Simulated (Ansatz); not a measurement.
# Cl on Ru(0001): change of the work function, part 3 of 3

Wanted: Δφ(θ) for Cl/Ru(0001), starting from the fcc site.

Ansatz 0.2.0; plane-wave DFT, PBE, Ansatz PAW.

So far, work function, upper face (eV): step 2 (the clean slab) 5.05; step 3 (17 atoms, coverage 0.25 ML, cell 2x2) 4.81.

### Step 4. Adsorbate added, k-mesh 12×12×1, coverage 1 ML

System of this step: Cl/Ru(0001). The cell holds 5 atoms: 4 Ru and 1 Cl. Its edges and angles: a = 2.700 Å, b = 2.700 Å, c = 26.405 Å, α = 90.0°, β = 90.0°, γ = 60.0°. Vacuum lies along c.

Another coverage, to see how the dipoles act on each other as their distance changes.

File input.yaml:

```yaml
crystal:
  lattice:
    - [2.7, 0.0, 0.0]
    - [1.35, 2.3382685902, 0.0]
    - [0.0, 0.0, 26.4049078425]
  atoms:
    - { symbol: Ru, position: [0.6666666667, 0.6666666667, 0.3408457266] }
    - { symbol: Ru, position: [0.0, 0.0, 0.4218306713] }
    - { symbol: Ru, position: [0.6666666667, 0.6666666667, 0.5035499016] }
    - { symbol: Ru, position: [0.0, 0.0, 0.5825169829] }
    - { symbol: Cl, position: [0.3333333333, 0.3333333333, 0.6591542734] }
kpoints:
  mp_grid: { grid: [12, 12, 1] }
hamiltonian:
  xc: pbe
scf:
  occupations: { method: fermi_dirac, width: 0.1 }
  convergence: { dr2_threshold: 1.0e-08 }
efield:
  axis: 3
  dipole_correction: true
  ramp_position: 0.97
  ramp_width: 0.06
relax:
  f_tol: 0.02
  max_steps: 60
  constraints: [{ sites: [0, 1] }]
output:
  write_potential: true
  write_density: true
  volumetric_format: npy
```

Launch:

```console
ansatz run input.yaml --threads 4 --pin off --max-ram 6144MiB --backend cpu --events-out ev --progress --plain --runs-dir out
```

Numbers of over 12 decimals in the logs are rounded to 6 here.

What it wrote:

```text
[...]
Crystal: 5 atoms, lattice volume = 166.703 Å³
Basis set: ecut = 420 eV, 3311 PW (Γ), exchange–correlation on 40×40×360 points (8 copies of the dense FFT grid, shifted against one another)
Bands: 43, of which v1, the nominal top of the filled ones, is band 36 counted from 1 (35 counted from 0)
Symmetry: 6 space group operations
[...]
k-points: 19 of 144 (time reversal used)
[...]
SCF iter   1: F=—  HF=-24592.378183 eV  |F-HF|=—  |Δ(HF+E_count)|=         —  Δρ=1.10e-2  dr2=7.39e-1  ethr=1.77e-3  p=-0.009 e·Å  D=-9.40e-3 V/Å  ΔV_dip=0.25 eV  dr2_dipole=6.63e-2  V_vac-E_F(+/−)=4.98/4.74 eV  ⟨swp⟩=8.6  Hψ=3798  notcnv=0
[...]
SCF iter  10: F=-24592.339380 eV  HF=-24592.339380 eV  |F-HF|=1.84e-8  |Δ(HF+E_count)|=   4.70e-8  Δρ=1.02e-6  dr2=5.01e-9  ethr=1.41e-11  p=0.009 e·Å  D=1.01e-2 V/Å  ΔV_dip=-0.27 eV  dr2_dipole=1.09e-9  V_vac-E_F(+/−)=4.82/5.08 eV  ⟨swp⟩=10.4  Hψ=6016  notcnv=0
SCF 1 converged in 10 iterations: F = -24592.339380 eV  dr2 = 5.01e-9
[...]
relax step   1: F+E_penalty+E_count = -24592.33938026 eV  Δ(F+E_penalty+E_count) = +0.000e0 eV  max|allowed force component| = 2.330e-1 eV/Å  Δτ_max = 0.0000 Å  (10 SCF iters, accepted)
[...]
SCF iter   8: F=-24592.340933 eV  HF=-24592.340933 eV  |F-HF|=1.14e-8  |Δ(HF+E_count)|=   7.36e-8  Δρ=9.11e-7  dr2=2.35e-9  ethr=1.41e-11  p=0.010 e·Å  D=1.12e-2 V/Å  ΔV_dip=-0.30 eV  dr2_dipole=2.66e-11  V_vac-E_F(+/−)=4.79/5.08 eV  ⟨swp⟩=10.5  Hψ=6170  notcnv=0
SCF 2 converged in 8 iterations: F = -24592.340933 eV  dr2 = 2.35e-9
relax step   2: F+E_penalty+E_count = -24592.34093317 eV  Δ(F+E_penalty+E_count) = -1.553e-3 eV  max|allowed force component| = 6.756e-2 eV/Å  Δτ_max = 0.0368 Å  (8 SCF iters, accepted)
SCF iter   1: F=—  HF=-24592.342502 eV  |F-HF|=—  |Δ(HF+E_count)|=         —  Δρ=1.42e-3  dr2=2.83e-2  ethr=1.13e-4  p=0.010 e·Å  D=1.12e-2 V/Å  ΔV_dip=-0.30 eV  dr2_dipole=1.05e-2  V_vac-E_F(+/−)=4.78/5.08 eV  ⟨swp⟩=2.2  Hψ=1616  notcnv=0
[...]
SCF iter   7: F=-24592.341695 eV  HF=-24592.341695 eV  |F-HF|=6.22e-8  |Δ(HF+E_count)|=   2.27e-7  Δρ=1.71e-6  dr2=5.99e-9  ethr=1.41e-11  p=0.011 e·Å  D=1.24e-2 V/Å  ΔV_dip=-0.33 eV  dr2_dipole=1.38e-10  V_vac-E_F(+/−)=4.76/5.09 eV  ⟨swp⟩=11.0  Hψ=6610  notcnv=0
SCF 3 converged in 7 iterations: F = -24592.341695 eV  dr2 = 5.99e-9
relax step   3: F+E_penalty+E_count = -24592.34169480 eV  Δ(F+E_penalty+E_count) = -7.616e-4 eV  max|allowed force component| = 3.289e-2 eV/Å  Δτ_max = 0.0271 Å  (7 SCF iters, accepted)
SCF iter   1: F=—  HF=-24592.341782 eV  |F-HF|=—  |Δ(HF+E_count)|=         —  Δρ=1.83e-4  dr2=5.06e-4  ethr=7.73e-6  p=0.011 e·Å  D=1.24e-2 V/Å  ΔV_dip=-0.33 eV  dr2_dipole=2.17e-4  V_vac-E_F(+/−)=4.76/5.09 eV  ⟨swp⟩=1.8  Hψ=1238  notcnv=0
[...]
SCF iter   6: F=-24592.341780 eV  HF=-24592.341780 eV  |F-HF|=1.64e-8  |Δ(HF+E_count)|=   4.17e-8  Δρ=6.39e-7  dr2=2.08e-9  ethr=1.41e-11  p=0.011 e·Å  D=1.21e-2 V/Å  ΔV_dip=-0.32 eV  dr2_dipole=9.51e-11  V_vac-E_F(+/−)=4.77/5.09 eV  ⟨swp⟩=10.3  Hψ=6129  notcnv=0
SCF 4 converged in 6 iterations: F = -24592.341780 eV  dr2 = 2.08e-9
relax step   4: F+E_penalty+E_count = -24592.34178028 eV  Δ(F+E_penalty+E_count) = -8.548e-5 eV  max|allowed force component| = 7.434e-3 eV/Å  Δτ_max = 0.0037 Å  (6 SCF iters, accepted)
[...]
SCF converged after 6 iterations
Free energy (F): -24592.341780 eV
[...]
Internal energy: -24592.183458 eV  (E = F + TS)
E sigma→0 (E₀):  -24592.262619 eV
Entropy (-TS):   -0.158322 eV (-31.664 meV/atom)
Fermi energy:    5.699061 eV
Dipole field:    D = 0.012088 V/Å  (p = 0.011136 e·Å, saw-weighted, corrected)
Work function:   Φ+ = 4.7670 eV   Φ− = 5.0861 eV
[...]
--- Forces (eV/Å), atoms counted from 1 ---
  atom   1  Ru     0.00000000     0.00000000     0.43331474
  atom   2  Ru    -0.00000000     0.00000000    -0.42960211
  atom   3  Ru    -0.00000000    -0.00000000    -0.00743445
  atom   4  Ru     0.00000000     0.00000000     0.00384537
  atom   5  Cl    -0.00000000     0.00000000    -0.00011928
  max |Σ_I F_I| component: 4.28e-6 eV/Å
--- Band table (eV; the first three rows and the last of 19) ---
  k-point 0: bands = [... 32 lower, 4.4175, 4.7499, 4.7499, 5.4178, 5.4178, 6.0172, 6.0172, 6.4119, ... 3 higher]
  k-point 1: bands = [... 32 lower, 4.0819, 4.6040, 4.6273, 5.1587, 5.3264, 5.5693, 6.0014, 6.0370, ... 3 higher]
  k-point 2: bands = [... 32 lower, 4.0777, 4.2023, 4.4334, 4.6634, 5.0568, 5.2044, 5.9294, 6.1081, ... 3 higher]
  k-point 18: bands = [... 32 lower, 4.4513, 4.7207, 5.6183, 6.3249, 6.3281, 6.7723, 6.8081, 6.8275, ... 3 higher]
--- Relaxed structure (4 steps of the walk, 4 accepted, 0 SCFs on fresh bases) ---
  F+E_penalty+E_count = -24592.34178028 eV   max|allowed force component| = 7.434e-3 eV/Å
  atoms:
    - { symbol: Ru, position: [0.666667, 0.666667, 0.3408457266] }
[...]
- { symbol: Ru, position: [0.666667, 0.666667, 0.503799] }
    - { symbol: Ru, position: [-1.782976297189884e-17, -1.850371707762447e-17, 0.583448] }
    - { symbol: Cl, position: [0.333333, 0.333333, 0.659402] }
```

The job ended after 7 s (4 threads of AMD EPYC 9R14 (Zen 4), shared host; peak memory 0.57 GiB).

The steps of the relaxation:

```
step  energy less that of the first step (eV)  largest force component (eV/Å)
   1                                   0.0000                          0.2330
   2                                  -0.0016                          0.0676
   3                                  -0.0023                          0.0329
   4                                  -0.0024                          0.0074
```

Forces are held to the 6 operations that the run works with; a distortion that breaks them can't arise in this run.

The atoms that moved most (Å):

```
atom     dx     dy     dz  length
 Ru4  0.000  0.000  0.025   0.025
 Ru3  0.000  0.000  0.007   0.007
 Cl5  0.000  0.000  0.007   0.007
```

Final coordinates:

```xyz
5
Lattice="2.7000 0.0000 0.0000 1.3500 2.3383 0.0000 0.0000 0.0000 26.4049" Properties=species:S:1:pos:R:3
Ru    2.7000    1.5588    9.0000
Ru    0.0000    0.0000   11.1384
Ru    2.7000    1.5588   13.3028
Ru    0.0000    0.0000   15.4059
Cl    1.3500    0.7794   17.4115
```

This step gave:

```yaml
energy_at_zero_smearing: -24592.2626 eV
work_function_upper_face: 4.767 eV
work_function_lower_face: 5.086 eV
dipole_along_the_normal: 0.01114 e·Å
step_between_the_vacuum_levels: -0.3191 eV
```

Running mean over 2.138 Å of the planar mean; the ramp of the sawtooth is left out. Electron's electrostatic potential energy less the Fermi level against z:

```
z (Å)  electron's electrostatic potential energy less the Fermi level (eV)
  3.5                                                                 5.09
  4.0                                                                 5.09
  4.5                                                                 5.08
  5.0                                                                 5.08
  5.5                                                                 5.06
  6.0                                                                 5.00
  6.5                                                                 4.77
  7.0                                                                 3.95
  7.5                                                                0.764
  8.0                                                                -6.26
  8.5                                                                -12.4
  9.0                                                                -14.3
  9.5                                                                -14.5
 10.0                                                                -14.7
 10.5                                                                -14.8
 11.0                                                                -14.8
 11.5                                                                -14.8
 12.0                                                                -14.5
 12.5                                                                -14.5
 13.0                                                                -14.8
 13.5                                                                -14.9
 14.0                                                                -15.2
 14.5                                                                -15.3
 15.0                                                                -15.1
 15.5                                                                -15.1
 16.0                                                                -14.6
 16.5                                                                -12.0
 17.0                                                                -8.46
 17.5                                                                -6.48
 18.0                                                                -4.52
 18.5                                                               -0.591
 19.0                                                                 3.12
 19.5                                                                 4.48
 20.0                                                                 4.71
 20.5                                                                 4.76
 21.0                                                                 4.77
 21.5                                                                 4.77
 22.0                                                                 4.77
 22.5                                                                 4.77
 23.0                                                                 4.77
```

The relaxation took 4 steps and lowered the energy by 0.0024 eV; the largest force on the free atoms ends at 0.0074 eV/Å.

The covered face has 4.77 eV, -0.28 eV against the clean one; the bare back face has moved by +0.01 eV, a measure of how thin the slab is.

### Step 5. Work function against coverage

This step: plane-wave DFT, PBE, Ansatz PAW; work function against coverage (Ansatz 0.2.0).

The runs are now put side by side.

Numbers from this step:

```
work function of the clean face     : 5.046 eV
largest change of the work function : -0.2787 eV
```

The work function of the covered face by coverage:

```
coverage (adsorbates/nm²)  work function of the covered face (eV)
                     0.00                                    5.05
                     3.96                                    4.81
                    15.84                                    4.77
```

The dipole per adsorbate comes from the change of the cell's dipole. Coverage, by row:

```
coverage (1/nm²)  coverage (ML)  work function (eV)  change (eV)  dipole per adsorbate, positive end outwards (debye)  mean height of the added atoms over the highest substrate atom (Å)
            3.96           0.25               4.814      -0.2318                                                0.114                                                               1.957
           15.84              1               4.767      -0.2787                                                0.049                                                               2.006
```

### Step 6. Results

| Property | Result |
| --- | --- |
| work function of the clean face | 5.05 eV |
| work function at 0.25 ML | 4.81 eV |
| work function at 1 ML | 4.77 eV |
| dipole per adsorbate at 0.25 ML, positive end outwards | 0.11 D |

Cl lowers the work function of Ru(0001) at the lowest coverage, by 0.23 eV: the adsorbate layer has its positive end outwards. An electronegative adsorbate that lowers the work function shows that charge transfer alone doesn't fix the sign: the pushed-back electron tail of the metal and the adsorbate's own polarisation count too. At the highest coverage the adsorbates are pressed to about 2.7 Å, closer than unbonded atoms of this kind usually come, so a real layer may not reach it. The slab has 4 layers, at the tabulated experimental lattice constant, one starting site was run, and quantum-size effects of a slab this thin can reach one or two tenths of an eV.

[Logs are printed without paths, hosts, clocks, repeated set-up lines and the standing remarks that a program may print on its own settings, such as how far it seeks lower states.]

[Hosts, paths, dates, database ids (printed as entryN), source tags and the programs' standing remarks are cut or masked in the printed files.]

[Maps of the electrostatic potential energy from Ansatz leave out the sawtooth potential of an applied field or a dipole correction, so their vacuum need not be flat; planar profiles and work functions include it.]
